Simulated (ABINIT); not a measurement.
## CaO (Fm-3m): least direct gap against volume

The cell of CaO (Fm-3m) is scaled evenly and the response computed anew at each volume, on one mesh.

Symmetry: Fm-3m, No. 225, cubic system. The conventional cell has a = 4.813 Å, b = 4.813 Å, c = 4.813 Å, α = 90.00°, β = 90.00°, γ = 90.00°. Around Ca on site a lie 6 O at 2.41 Å. O on site b is surrounded by 6 Ca at 2.41 Å.

Method: ABINIT 10.8.3, PBE, independent particles, k-mesh 12×12×12, Lorentzian half width 0.04 eV.

Launch of the response step: `optic optic.abi`. The series took 2.8 min in all, its band step included, on 4 threads of Arm Neoverse V2, on a shared host.

```tsv
V/V₀	V (Å³, primitive cell)	least direct gap (eV)
0.94	26.20	?
0.97	27.04	4.0205
1.00	27.87	4.0360
1.03	28.71	4.0449
1.06	29.55	4.0483
```

For small changes the quantity should be close to linear in ln V.

Working, on the rows shown:

| x = ln(V/V₀) | y = least direct gap |
| --- | --- |
| -0.0304592 | 4.0205 |
| 0 | 4.036 |
| 0.0295588 | 4.0449 |
| 0.0582689 | 4.0483 |

Means: x̄ = 0.014342, ȳ = 4.0374. Σ(x − x̄)(y − ȳ) = 0.00137, Σ(x − x̄)² = 0.004374. Slope = 0.00137 / 0.004374 = 0.3133; intercept = ȳ − slope · x̄ = 4.0329. The line misses the rows shown by at most 0.0031 eV.

Task: What does the fit predict for the withheld row, and how well does it do?

Result: At x = -0.061875 the line gives y = 4.0135 eV. The run gave 3.9976 eV, so the extrapolation is off by 0.016 eV, 31 % of the range in the table. Beyond its data the fit drifts from the curve.

Between the rows on either side of x = 0 the slope is (4.0449 − 4.0205) / (0.029559 − (-0.030459)) = 0.4065. That is a volume deformation potential of 0.4 eV: the least direct gap on this mesh narrows by 4 meV for each per cent of compression. PBE gaps are as a rule too small.

[Logs are printed without paths, hosts, clocks, repeated set-up lines and the standing remarks that a program may print on its own settings, such as how far it seeks lower states.]
